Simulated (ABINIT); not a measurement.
Computed results, one entry a study.

**Be3N2 (P6_3/mmc): G0W0 with ABINIT, start to end**

Symmetry: P6_3/mmc, No. 194, hexagonal system. Conventional cell: a = 2.842 Å, b = 2.842 Å, c = 9.747 Å, α = 90.00°, β = 90.00°, γ = 120.00°. Be has 4 N at 1.67 to 1.81 Å nearest. Be has 3 N at 1.64 Å nearest. Nearest to N lie 6 Be at 1.81 Å. N has 5 Be at 1.64 to 1.67 Å nearest. Farther neighbours, and contacts between anions beyond the nearest, are not listed.

```yaml
method: RPA screening on PBEsol, plane waves, norm-conserving pseudopotentials (and 2 further levels or steps)
program: ABINIT 10.8.3
settings: cutoff 38 Ha, PseudoDojo scalar-relativistic 0.4.1 standard, norm-conserving, potential set dojo-sr-pbesol-0.4.1-standard, ngkpt (3, 3, 1), nband 167, ecuteps 4.8 Ha, inclvkb 2, shiftk (0, 0, 0), symchi 1, awtr 1, frequency ppm, 3×3×1 k-mesh
notes: The program’s warnings: nproc spkpt=  >= nkpt= * nsppol=. The cell and positions are those that the Materials Project relaxed with its own functionals (PBE, PBE+U or r2SCAN), kept fixed. Local fields lower the RPA ε∞ on this mesh from 5.56 to 5.13; a Γ-centred mesh this coarse tends to raise both, most where the direct gap is narrow, while a short band sum lowers them. The 3×3×1 mesh is coarse for this cell, which bears on the long-range parts of exchange and screening.
pbesol_gap: 3.25 eV, indirect
g0w0_gap_on_the_mesh: 6.10 eV
g0w0_gap_over_the_zone_rigid_shift: 4.78 eV
gw_settings: 3×3×1 mesh, 167 bands, screening to 130.6 eV, Godby-Needs plasmon pole
known_limits: short of the basis limit; coarse k mesh
```

G0W0 moves the gap on the mesh from 4.58 eV to 6.10 eV (+1.53 eV), with Z of 0.81 and 0.84 at the edges. The mesh misses the band edges by 1.33 eV in all; a rigid shift gives 4.78 eV for the zone.

[Long decimals in the printed logs are rounded to 6 places.]

[Logs are printed without paths, hosts, clocks, repeated set-up lines and the standing remarks that a program may print on its own settings, such as how far it seeks lower states.]

[Paths, hosts, dates, memory and timing lines, banners, echoed tables and standing remarks are left out of the program output; an Ansatz launch command may be rebuilt from the run's recorded settings. Measured values are a selection of at most five: reports struck by readers or far from the other reports are left out. None is set beside runs whose start may be inverted or whose files or cutoffs have a known fault.]

[Runs of the session that timed out or met a known fault of the program may be left out.]

[Hosts, paths, dates, database ids (printed as entryN), source tags and the programs' standing remarks are cut or masked in the printed files.]

[G0W0 gaps are taken among the corrected bands and points alone; a level outside them can change the order at an edge.]

[Where Ansatz stands beside ABINIT at settings called matched, ABINIT's density can come from a denser mesh and the files from another edition; pairs whose starting gaps differed by over 0.03 eV were left out, so agreement reads better than it is.]
